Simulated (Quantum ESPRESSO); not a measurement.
# Li: valence-band photoemission

Wanted: projected DOS of Li, weighted into photoemission and X-ray emission spectra, at several levels of theory.

Main program and level: Quantum ESPRESSO 7.5; DFT, PBE, plane waves, ultrasoft GBRV pseudopotentials, scalar-relativistic, in the first sound run; inputs show where later runs differ.

## 1. The structure

It takes space group Im-3m (No. 229, cubic). The conventional cell has a = 3.509 Å, b = 3.509 Å, c = 3.509 Å, α = 90.00°, β = 90.00°, γ = 90.00°. Li has 8 Li at 3.04 Å nearest.

## 2. The base run: self-consistent run

First the self-consistent run; potential, DOS and bands follow from it in later steps.

Input file scf.in:

```
&control
  calculation = 'scf'
  prefix = 'pes'
  outdir = './tmp'
  pseudo_dir = './pp'
  tprnfor = .true.
  tstress = .true.
/
&system
  ibrav = 0
  nat = 1
  ntyp = 1
  ecutwfc = 40.0
  ecutrho = 200.0
  occupations = 'smearing'
  nbnd = 10
  smearing = 'fd'
  degauss = 0.00367
/
&electrons
  conv_thr = 6e-09
  mixing_beta = 0.5
  electron_maxstep = 120
/
ATOMIC_SPECIES
Li 6.9400 li_pbe_v1.4.uspp.F.UPF
CELL_PARAMETERS angstrom
 -1.754650000 1.754650000 1.754650000
 1.754650000 -1.754650000 1.754650000
 1.754650000 1.754650000 -1.754650000
ATOMIC_POSITIONS crystal
Li 0.000000000 0.000000000 0.000000000
K_POINTS automatic
16 16 16 0 0 0
```

The run is started by

```console
$ OMP_NUM_THREADS=1 mpirun -n 4 pw.x -nk 4 -in scf.in > scf.out
```

Output:

```text
Program PWSCF v.7.5 starts

     This program is part of the open-source Quantum ESPRESSO suite
     for quantum simulation of materials; please cite
         "P. Giannozzi et al., J. Phys.:Condens. Matter 21 395502 (2009);
         "P. Giannozzi et al., J. Phys.:Condens. Matter 29 465901 (2017);
         "P. Giannozzi et al., J. Chem. Phys. 152 154105 (2020);
          URL
     in publications or presentations arising from this work. More details at

     Parallel version (MPI & OpenMP), running on       4 processor cores
     Number of MPI processes:                 4
     Threads/MPI process:                     1

     MPI processes distributed on     1 nodes
     41470 MiB available memory on the printing compute node when the environment starts

     Current dimensions of program PWSCF are:
     Max number of different atomic species (ntypx) = 10
     Max number of k-points (npk) =  40000
     Max angular momentum in pseudopotentials (lmaxx) =  4
     Message from routine setup:
     using ibrav=0 with symmetry is DISCOURAGED, use correct ibrav instead

     K-points division:     npool     =       4
     Subspace diagonalization in iterative solution of the eigenvalue problem:
     a serial algorithm will be used

     G-vector sticks info
     --------------------
     sticks:   dense  smooth     PW     G-vecs:    dense   smooth      PW
     Sum         487     399    159                 6963     5017    1253

     Using Slab Decomposition

     bravais-lattice index     =            0
     lattice parameter (alat)  =       5.7431  a.u.
     unit-cell volume          =     145.8237 (a.u.)^3
     number of atoms/cell      =            1
     number of atomic types    =            1
     number of electrons       =         3.00
     number of Kohn-Sham states=           10
     kinetic-energy cutoff     =      40.0000  Ry
     charge density cutoff     =     200.0000  Ry
     scf convergence threshold =      6.0E-09
     mixing beta               =       0.5000
     number of iterations used =            8  plain     mixing
     Exchange-correlation=  SLA  PW   PBX  PBC
                           (   1   4   3   4   0   0   0)

     celldm(1)=   5.743148  celldm(2)=   0.000000  celldm(3)=   0.000000
     celldm(4)=   0.000000  celldm(5)=   0.000000  celldm(6)=   0.000000

     crystal axes: (cart. coord. in units of alat)
               a(1) = (  -0.577350   0.577350   0.577350 )
               a(2) = (   0.577350  -0.577350   0.577350 )
               a(3) = (   0.577350   0.577350  -0.577350 )

     reciprocal axes: (cart. coord. in units 2 pi/alat)
               b(1) = ( -0.000000  0.866025  0.866025 )
               b(2) = (  0.866025 -0.000000  0.866025 )
               b(3) = (  0.866025  0.866025  0.000000 )

     PseudoPot. # 1 for Li read from file:
     ./pp/li_pbe_v1.4.uspp.F.UPF
     Pseudo is Ultrasoft, Zval =  3.0
     Generated by new atomic code, or converted to UPF format
     Using radial grid of  751 points,  5 beta functions with:
                l(1) =   0
                l(2) =   0
                l(3) =   0
                l(4) =   1
                l(5) =   1
     Q(r) pseudized with 10 coefficients,  rinner =    1.150   1.150   1.150

     atomic species   valence    mass     pseudopotential
     Li                3.00     6.94000     Li( 1.00)

     48 Sym. Ops., with inversion, found

   Cartesian axes

     site n.     atom                  positions (alat units)
         1        Li     tau(   1) = (   0.0000000   0.0000000   0.0000000  )

     number of k points=   145  Fermi-Dirac smearing, width (Ry)=  0.0037

     Number of k-points >= 100: set verbosity='high' to print them.

     Dense  grid:     6963 G-vectors     FFT dimensions: (  25,  25,  25)

     Smooth grid:     5017 G-vectors     FFT dimensions: (  24,  24,  24)

     Estimated max dynamical RAM per process >       9.74 MB

     Estimated total dynamical RAM >      33.88 MB

     Initial potential from superposition of free atoms

     starting charge       2.5493, renormalised to       3.0000
     Starting wfcs are    5 randomized atomic wfcs +    5 random wfcs

     total cpu time spent up to now is        0.7 secs

     per-process dynamical memory:    12.8 Mb

     Self-consistent Calculation

     iteration #  1     ecut=    40.00 Ry     beta= 0.50
     Davidson diagonalization with overlap
     ethr =  1.00E-02,  avg # of iterations =  7.0

     total cpu time spent up to now is        1.2 secs

     total energy              =     -14.48794983 Ry
     estimated scf accuracy    <       0.16654291 Ry

     iteration #  2     ecut=    40.00 Ry     beta= 0.50
     Davidson diagonalization with overlap
     ethr =  5.55E-03,  avg # of iterations =  1.0

     total cpu time spent up to now is        1.5 secs

     total energy              =     -14.46859011 Ry
     estimated scf accuracy    <       0.03109535 Ry

     iteration #  3     ecut=    40.00 Ry     beta= 0.50
     Davidson diagonalization with overlap
     ethr =  1.04E-03,  avg # of iterations =  1.2

     total cpu time spent up to now is        1.7 secs

     total energy              =     -14.47159439 Ry
     estimated scf accuracy    <       0.00009217 Ry

     iteration #  4     ecut=    40.00 Ry     beta= 0.50
     Davidson diagonalization with overlap
     c_bands:  1 eigenvalues not converged
     ethr =  3.07E-06,  avg # of iterations =  7.3

     total cpu time spent up to now is        2.3 secs

     total energy              =     -14.47193510 Ry
     estimated scf accuracy    <       0.00000045 Ry

     iteration #  5     ecut=    40.00 Ry     beta= 0.50
     Davidson diagonalization with overlap
     ethr =  1.50E-08,  avg # of iterations =  3.2

     total cpu time spent up to now is        2.6 secs

     total energy              =     -14.47193654 Ry
     estimated scf accuracy    <       0.00000011 Ry

     iteration #  6     ecut=    40.00 Ry     beta= 0.50
     Davidson diagonalization with overlap
     ethr =  3.51E-09,  avg # of iterations =  1.6

     total cpu time spent up to now is        2.8 secs

     total energy              =     -14.47193656 Ry
     estimated scf accuracy    <       0.00000001 Ry

     iteration #  7     ecut=    40.00 Ry     beta= 0.50
     Davidson diagonalization with overlap
     ethr =  4.71E-10,  avg # of iterations =  1.1

     total cpu time spent up to now is        3.1 secs

     End of self-consistent calculation

     Number of k-points >= 100: set verbosity='high' to print the bands.

     the Fermi energy is     0.7364 ev

!    total energy              =     -14.47193656 Ry
     estimated scf accuracy    <          1.1E-09 Ry
     smearing contrib. (-TS)   =      -0.00031532 Ry
     internal energy E=F+TS    =     -14.47162124 Ry

     The total energy is F=E-TS. E is the sum of the following terms:
     one-electron contribution =      -9.87242800 Ry
     hartree contribution      =       3.70788867 Ry
     xc contribution           =      -3.36814970 Ry
     ewald contribution        =      -4.93893221 Ry

     convergence has been achieved in   7 iterations

     Forces acting on atoms (cartesian axes, Ry/au):

     atom    1 type  1   force =     0.00000000    0.00000000    0.00000000

     Total force =     0.000000     Total SCF correction =     0.000000

     Computing stress (Cartesian axis) and pressure

          total   stress  (Ry/bohr**3)                   (kbar)     P=       -8.06
  -0.00005481   0.00000000   0.00000000           -8.06        0.00        0.00
   0.00000000  -0.00005481   0.00000000            0.00       -8.06        0.00
   0.00000000   0.00000000  -0.00005481            0.00        0.00       -8.06

     XML data file, charge density, pseudopotentials, collected wavefunctions

     Called by init_run:

     Called by electrons:

     Called by c_bands:

     Called by *egterg:

     Called by h_psi:
                                        0.00s GPU  (    1185 calls)

     General routines

     Parallel routines

=------------------------------------------------------------------------------=
   JOB DONE.
=------------------------------------------------------------------------------=
```

Wall time 4.1 s (4 MPI ranks of Intel Xeon 6975P-C (Granite Rapids), shared host); 15 s of CPU time.

This step gave:

- free energy: -196.9007 eV
- Fermi energy: 0.7364 eV
- pressure: -0.806 GPa

The run ends at a pressure of -0.81 GPa.

(Continued in part 2 of 10.)

[Logs are printed without paths, hosts, clocks, repeated set-up lines and the standing remarks that a program may print on its own settings, such as how far it seeks lower states.]

[Hosts, paths, dates, database ids (printed as entryN), source tags and the programs' standing remarks are cut or masked in the printed files.]

[Maps of the electrostatic potential energy from Ansatz leave out the sawtooth potential of an applied field or a dipole correction, so their vacuum need not be flat; work functions include it.]

[Peak lists hold at most the 14 tallest peaks of each spectrum; further lines can be left out.]
